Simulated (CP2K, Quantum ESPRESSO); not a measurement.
# CP2K runs on BN(111) slab, H on both faces (200 atoms), part 3 of 3

Aim: run BN(111) slab, H on both faces (200 atoms) in CP2K and see how near its forces come to a plane-wave reference, and at what cost.

Program: CP2K 2026.2; the method stands at each step. Banners, paths, timers and routine set-up lines are dropped from the logs unmarked, and long logs keep their key lines alone; longer cuts are marked.

So far. Step 7 (PBE, DZVP-MOLOPT-SR, 600/20 Ry, diagonalisation): Against the first run (12 %), the force difference from the reference is 12 %, at 0.69 times the CPU time: the change moves forces by 13 meV/Å r.m.s., so most of the difference comes from elsewhere. Step 8 (RPBE, PBE potentials, DZVP-MOLOPT-SR, 600/50 Ry …): Against the first run (12 %), the force difference from the reference is 14 %, at 1.0 times the CPU time; the model has changed, so this is no error of the program alone.

## Step 9: r2SCAN, SCAN potentials, DZVP-UZH(SCAN), 600/50 Ry, diagonalisation

Method: Kohn-Sham DFT, r2SCAN, GTH-SCAN pseudopotentials, Gaussian and plane waves, DZVP-MOLOPT (UZH set), diagonalisation.

The input, input.inp:

```
&GLOBAL
  PROJECT cell
  RUN_TYPE ENERGY_FORCE
  PRINT_LEVEL LOW
&END GLOBAL
&FORCE_EVAL
  METHOD QS
  &DFT
    BASIS_SET_FILE_NAME BASIS_MOLOPT_UZH
    POTENTIAL_FILE_NAME POTENTIAL_UZH
    &MGRID
      CUTOFF 600
      REL_CUTOFF 50
      NGRIDS 5
    &END MGRID
    &QS
      EPS_DEFAULT 1.0E-12
    &END QS
    &SCF
      SCF_GUESS ATOMIC
      EPS_SCF 5.0E-06
      MAX_SCF 200
      ADDED_MOS 82
      &DIAGONALIZATION
        ALGORITHM STANDARD
      &END DIAGONALIZATION
      &SMEAR ON
        METHOD FERMI_DIRAC
        ELECTRONIC_TEMPERATURE [K] 580
      &END SMEAR
      &MIXING
        METHOD BROYDEN_MIXING
        ALPHA 0.2
        NBROYDEN 12
        BETA 0.05
      &END MIXING
      &PRINT
        &RESTART OFF
        &END RESTART
      &END PRINT
    &END SCF
    &XC
      &XC_FUNCTIONAL
        &MGGA_X_R2SCAN
        &END MGGA_X_R2SCAN
        &MGGA_C_R2SCAN
        &END MGGA_C_R2SCAN
      &END XC_FUNCTIONAL
    &END XC
    &PRINT
      &MULLIKEN ON
      &END MULLIKEN
      &HIRSHFELD ON
        SHAPE_FUNCTION DENSITY
      &END HIRSHFELD
      &MO ON
        EIGENVALUES T
        OCCUPATION_NUMBERS T
        MO_INDEX_RANGE 314 337
        &EACH
          QS_SCF 0
        &END EACH
        ADD_LAST NUMERIC
      &END MO
    &END PRINT
  &END DFT
  &SUBSYS
    &CELL
      A 12.78449 0.00000 0.00000
      B 6.39225 11.07169 0.00000
      C 0.00000 0.00000 18.90732
    &END CELL
    &COORD
      SCALED
[... 200 atom lines left out: the same atoms as in the first run ...]
    &END COORD
    &KIND B
      BASIS_SET DZVP-MOLOPT-SCAN-GTH-q3
      POTENTIAL GTH-SCAN-q3
    &END KIND
    &KIND N
      BASIS_SET DZVP-MOLOPT-SCAN-GTH-q5
      POTENTIAL GTH-SCAN-q5
    &END KIND
    &KIND H
      BASIS_SET DZVP-MOLOPT-SCAN-GTH-q1
      POTENTIAL GTH-SCAN-q1
    &END KIND
  &END SUBSYS
  &PRINT
    &FORCES ON
    &END FORCES
  &END PRINT
&END FORCE_EVAL
```

Started as:

```console
OMP_NUM_THREADS=1 mpirun -np 4 cp2k.psmp -i input.inp > output.txt
```

Numbers of over 12 decimals in the logs are rounded to 6 here.

Output:

```text
CP2K| version string:                                       CP2K version 2026.2
 CP2K| Input file name                                                 input.inp
 GLOBAL| Basis set file name                                    BASIS_MOLOPT_UZH
 GLOBAL| Potential file name                                       POTENTIAL_UZH
[... lines left out ...]
                        Smear method:                                FERMI_DIRAC
[... lines left out ...]
 Number of electrons:                                                        650
[... lines left out ...]
  Step     Update method      Time    Convergence         Total energy    Change
[... lines left out ...]
  *** SCF run converged in    16 steps ***
[... lines left out ...]
  Fermi energy:                                                 0.088026
  Total energy:                                              -992.825319
  Total energy (extrapolated to T->0):                       -992.825319
[... lines left out ...]
 MO| E(Fermi):            0.088026 a.u.          2.395307 eV
[... lines left out ...]
    200       H      3       1.000          1.061                        -0.061
  Total Charge                                                           -0.000
 !-----------------------------------------------------------------------------!
 ENERGY| Total FORCE_EVAL ( QS ) energy [hartree]           -992.825364
 FORCES| Atomic forces [hartree/bohr]
 FORCES|   Atom     x               y               z               |f|
 FORCES|      1  4.23119284E-02 -5.02219616E-02  5.47253669E-02   8.54833931E-02
 FORCES|      2 -5.19574068E-02  2.92621783E-02 -4.78663178E-02   7.64658851E-02
 FORCES|      3  2.75242711E-02  2.38743783E-02  3.43028972E-02   5.00425838E-02
[...]
FORCES|    199 -7.31019712E-03 -8.27789992E-03  1.92334803E-02   2.21785791E-02
 FORCES|    200 -5.76193159E-04 -2.11670473E-04 -1.47372099E-02   1.47499884E-02
 FORCES| Sum     1.80574483E-03  2.68717623E-04 -8.43505751E-04
 FORCES| Total atomic force                                       2.01107571E-03
```

Elapsed: 20 min, on 4 MPI ranks of Arm Neoverse N1, shared host; peak memory 11 GiB; 80 min of CPU time.

Compared with the plane-wave run:

| Quantity | Value |
| --- | --- |
| r.m.s. force component | 1.423 eV/Å |
| r.m.s. difference of force components | 314.1 meV/Å |
| longest difference of force vectors | 853.4 meV/Å |
| force difference over r.m.s. force | 25.82 % |
| slope of forces against the reference's | 1.151 |
| correlation of force components | 0.9839 |

Against the first run (12 %), the force difference from the reference is 26 %, at 1.6 times the CPU time (16 SCF steps against 26); the model has changed, so this is no error of the program alone.

## Step 10: PBE, DZVP-MOLOPT-SR, 300/50 Ry, diagonalisation

Method: Kohn-Sham DFT, PBE, GTH-PBE pseudopotentials, Gaussian and plane waves, DZVP-MOLOPT-SR-GTH, diagonalisation.

Edit input.inp of step 9 so:

```diff
@@ -8,8 +8,7 @@
   &DFT
-    BASIS_SET_FILE_NAME BASIS_MOLOPT_UZH
-    POTENTIAL_FILE_NAME POTENTIAL_UZH
+    BASIS_SET_FILE_NAME BASIS_MOLOPT
+    POTENTIAL_FILE_NAME GTH_POTENTIALS
     &MGRID
-      CUTOFF 600
+      CUTOFF 300
       REL_CUTOFF 50
-      NGRIDS 5
     &END MGRID
@@ -42,7 +41,3 @@
     &XC
-      &XC_FUNCTIONAL
-        &MGGA_X_R2SCAN
-        &END MGGA_X_R2SCAN
-        &MGGA_C_R2SCAN
-        &END MGGA_C_R2SCAN
+      &XC_FUNCTIONAL PBE
       &END XC_FUNCTIONAL
@@ -73,3 +68,2 @@
     &COORD
-      SCALED
 [... 200 atom lines left out: the same atoms as in the first run ...]
@@ -77,12 +71,12 @@
     &KIND B
-      BASIS_SET DZVP-MOLOPT-SCAN-GTH-q3
-      POTENTIAL GTH-SCAN-q3
+      BASIS_SET DZVP-MOLOPT-SR-GTH-q3
+      POTENTIAL GTH-PBE-q3
     &END KIND
     &KIND N
-      BASIS_SET DZVP-MOLOPT-SCAN-GTH-q5
-      POTENTIAL GTH-SCAN-q5
+      BASIS_SET DZVP-MOLOPT-SR-GTH-q5
+      POTENTIAL GTH-PBE-q5
     &END KIND
     &KIND H
-      BASIS_SET DZVP-MOLOPT-SCAN-GTH-q1
-      POTENTIAL GTH-SCAN-q1
+      BASIS_SET DZVP-MOLOPT-SR-GTH-q1
+      POTENTIAL GTH-PBE-q1
     &END KIND
```

Output:

```text
CP2K| version string:                                       CP2K version 2026.2
 CP2K| Input file name                                                 input.inp
 GLOBAL| Basis set file name                                        BASIS_MOLOPT
 GLOBAL| Potential file name                                      GTH_POTENTIALS
 GLOBAL| Run type                                                   ENERGY_FORCE
 GLOBAL| Total number of message passing processes                             4
 GLOBAL| Number of threads for this process                                    1
 TOTAL NUMBERS AND MAXIMUM NUMBERS
  Total number of            - Atomic kinds:                                   3
                             - Atoms:                                        200
[... lines left out ...]
                        Smear method:                                FERMI_DIRAC
[... lines left out ...]
 Number of electrons:                                                        650
[... lines left out ...]
  Step     Update method      Time    Convergence         Total energy    Change
[... lines left out ...]
  *** SCF run converged in    26 steps ***
[... lines left out ...]
  Fermi energy:                                                 0.060917
  Total energy:                                              -993.302380
  Total energy (extrapolated to T->0):                       -993.301034
[... lines left out ...]
 MO| E(Fermi):            0.060917 a.u.          1.657648 eV
[... lines left out ...]
       2     N        2          5.139982                             -0.139982
       3     B        1          2.933779                              0.066221
[...]
199     H        3          0.895318                              0.104682
     200     H        3          0.897671                              0.102329
 # Total charge                            650.000000                 -0.000000
 !-----------------------------------------------------------------------------!
 !-----------------------------------------------------------------------------!
                           Hirshfeld Charges
  #Atom  Element  Kind  Ref Charge     Population                    Net charge
      1       B      1       3.000          2.829                         0.171
      2       N      2       5.000          5.145                        -0.145
      3       B      1       3.000          2.833                         0.167
[...]
199       H      3       1.000          0.909                         0.091
    200       H      3       1.000          1.051                        -0.051
  Total Charge                                                           -0.000
 !-----------------------------------------------------------------------------!
 ENERGY| Total FORCE_EVAL ( QS ) energy [hartree]           -993.302370
 FORCES| Atomic forces [hartree/bohr]
 FORCES|   Atom     x               y               z               |f|
 FORCES|      1  4.06775641E-02 -4.85887425E-02  4.73364741E-02   7.90965985E-02
 FORCES|      2 -5.00897987E-02  2.78590809E-02 -4.40279228E-02   7.22742991E-02
 FORCES|      3  2.52521516E-02  2.52437880E-02  2.57041560E-02   4.39957228E-02
[...]
FORCES|    199 -6.89280929E-03 -7.42737335E-03  1.39106221E-02   1.72099419E-02
 FORCES|    200 -5.02951921E-04 -1.78609839E-04 -1.08797394E-02   1.08928229E-02
 FORCES| Sum    -1.73561128E-03 -7.53153805E-03 -2.38570799E-02
 FORCES| Total atomic force                                       2.50778123E-02
```

The job ended after 13 min (4 MPI ranks; peak memory 4.6 GiB; 50 min of CPU time).

Numbers from this run, and their distance from the reference:

```
r.m.s. force component                          : 1.306 eV/Å
r.m.s. difference of force components           : 149.5 meV/Å
longest difference of force vectors             : 418 meV/Å
force difference over r.m.s. force              : 12.29 %
slope of forces against the reference's         : 1.068
correlation of force components                 : 0.9955
energy less the same-level run's                : -0.1798 meV/atom
r.m.s. force difference from the same-level run : 30.81 meV/Å
```

This is a coarse setting, run to see what it loses.

Against the first run (12 %), the force difference from the reference is 12 %, at 0.97 times the CPU time: the change moves forces by 31 meV/Å r.m.s., so most of the difference comes from elsewhere.

The forces add up to 1.3 eV/Å instead of zero, usually a sign of too coarse a grid.

## Step 11: All runs compared

Differences are against the plane-wave reference, forces as r.m.s. over components; share is that over the reference's r.m.s. force, slope the least-squares factor from reference forces to these. Total energies of different programs have different zeros and aren't compared.

```
                                                                     run  Δ force, r.m.s. (meV/Å)  share (%)  slope  cores  CPU time  memory (GiB)
                                                               reference                        -          -      -      8     2.4 h           9.3
                    CP2K PBE, DZVP-MOLOPT-SR, 600/50 Ry, diagonalisation                      141       11.6  1.063      4    51 min            11
            CP2K PBE, SZV-MOLOPT-SR, 600/50 Ry, diagonalisation (coarse)                      753       61.9  1.447      2    15 min           8.3
             CP2K PBE+rVV10L, DZVP-MOLOPT-SR, 600/50 Ry, diagonalisation                      131       10.8  1.061      4     1.7 h            18
            CP2K PBE, DZVP-MOLOPT (SR for B), 600/50 Ry, diagonalisation                      113       9.28  1.050      4     2.1 h            11
           CP2K PBE, DZVP-MOLOPT-SR, 420/50 Ry, diagonalisation (coarse)                      142       11.7  1.063      4    58 min           6.8
           CP2K PBE, DZVP-MOLOPT-SR, 600/20 Ry, diagonalisation (coarse)                      146       12.0  1.065      4    35 min            11
   CP2K RPBE, PBE potentials, DZVP-MOLOPT-SR, 600/50 Ry, diagonalisation                      167       13.7  1.066      4    54 min            11
CP2K r2SCAN, SCAN potentials, DZVP-UZH(SCAN), 600/50 Ry, diagonalisation                      314       25.8  1.151      4    80 min            11
           CP2K PBE, DZVP-MOLOPT-SR, 300/50 Ry, diagonalisation (coarse)                      150       12.3  1.068      4    50 min           4.6
```

Rows marked coarse were listed beforehand as settings not expected to be converged; some can still land near the reference.

CPU time is summed over cores on a shared host, where runs went side by side, so it is rough. Symmetry, cutoffs, thresholds, outputs and thread counts weren't matched or tuned between programs; memory under MPI is the largest rank's times the ranks.

Mean charges by element (e), by run and scheme:

```
                                                                     run     scheme      B      N      H
                    CP2K PBE, DZVP-MOLOPT-SR, 600/50 Ry, diagonalisation   Mulliken  +0.06  -0.13  +0.09
                    CP2K PBE, DZVP-MOLOPT-SR, 600/50 Ry, diagonalisation  Hirshfeld  +0.14  -0.15  +0.02
             CP2K PBE+rVV10L, DZVP-MOLOPT-SR, 600/50 Ry, diagonalisation   Mulliken  +0.06  -0.12  +0.10
             CP2K PBE+rVV10L, DZVP-MOLOPT-SR, 600/50 Ry, diagonalisation  Hirshfeld  +0.14  -0.15  +0.02
            CP2K PBE, DZVP-MOLOPT (SR for B), 600/50 Ry, diagonalisation   Mulliken  +0.04  -0.05  +0.01
            CP2K PBE, DZVP-MOLOPT (SR for B), 600/50 Ry, diagonalisation  Hirshfeld  +0.14  -0.15  +0.02
                    CP2K PBE, DZVP-MOLOPT-SR, 420/50 Ry, diagonalisation   Mulliken  +0.06  -0.13  +0.09
                    CP2K PBE, DZVP-MOLOPT-SR, 420/50 Ry, diagonalisation  Hirshfeld  +0.14  -0.15  +0.02
   CP2K RPBE, PBE potentials, DZVP-MOLOPT-SR, 600/50 Ry, diagonalisation   Mulliken  +0.08  -0.14  +0.08
   CP2K RPBE, PBE potentials, DZVP-MOLOPT-SR, 600/50 Ry, diagonalisation  Hirshfeld  +0.14  -0.16  +0.02
CP2K r2SCAN, SCAN potentials, DZVP-UZH(SCAN), 600/50 Ry, diagonalisation   Mulliken  +0.43  -0.45  +0.03
CP2K r2SCAN, SCAN potentials, DZVP-UZH(SCAN), 600/50 Ry, diagonalisation  Hirshfeld  +0.15  -0.17  +0.02
```

Within one program, basis, potentials and functional, energies share a zero. Each run against its twin at the usual cutoff or grid and solver:

```
                                                 run                                        twin  Δ energy (meV/atom)  Δ force, r.m.s. (meV/Å)  CPU time over the twin's
CP2K PBE, DZVP-MOLOPT-SR, 420/50 Ry, diagonalisation  DZVP-MOLOPT-SR, 600/50 Ry, diagonalisation              -0.0139                     9.45                       1.1
CP2K PBE, DZVP-MOLOPT-SR, 600/20 Ry, diagonalisation  DZVP-MOLOPT-SR, 600/50 Ry, diagonalisation               -0.960                     12.9                      0.69
CP2K PBE, DZVP-MOLOPT-SR, 300/50 Ry, diagonalisation  DZVP-MOLOPT-SR, 600/50 Ry, diagonalisation               -0.180                     30.8                      0.97
```

## Step 12: Summary of results

| Property | Result |
| --- | --- |
| nearest in forces | CP2K PBE, DZVP-MOLOPT (SR for B), 600/50 Ry, diagonalisation, 9.3 % |
| its CPU time | 2.1 h |

In words: The PBE runs in local orbitals, coarse settings apart, differ by 9.3 % (CP2K PBE, DZVP-MOLOPT (SR for B), 600/50 Ry, diagonalisation) to 12 % (CP2K PBE, DZVP-MOLOPT-SR, 600/50 Ry, diagonalisation); basis, grid and potentials can all enter. Rows with another functional or a dispersion term differ by 11 % (CP2K PBE+rVV10L, DZVP-MOLOPT-SR, 600/50 Ry, diagonalisation) to 26 % (CP2K r2SCAN, SCAN potentials, DZVP-UZH(SCAN), 600/50 Ry, diagonalisation), which mixes the change of model with differences of basis and potentials, some of them made for another functional. Runs with settings chosen to be coarse differ by 12 % (CP2K PBE, DZVP-MOLOPT-SR, 420/50 Ry, diagonalisation) to 62 % (CP2K PBE, SZV-MOLOPT-SR, 600/50 Ry, diagonalisation), their programs' other errors included. Of the electronic-structure runs that take under half the reference's CPU time, CP2K PBE, DZVP-MOLOPT-SR, 600/50 Ry, diagonalisation is among the nearest, at 12 % in 51 min against 2.4 h. Charges hang on scheme and program or settings: among these rows the mean for N runs from -0.45 to -0.05 e. The electronic-structure runs sample only Γ, in a cell whose shortest periodic width is 11 Å, which is coarse for a cell with partly filled levels.

[Also dropped from logs without a mark: logging warnings of Python, and SIESTA's first energy breakdown and zero terms.]

[Logs are printed without paths, hosts, clocks, repeated set-up lines and the standing remarks that a program may print on its own settings, such as how far it seeks lower states.]

[Hosts, paths, dates, database ids (printed as entryN), source tags and the programs' standing remarks are cut or masked in the printed files.]
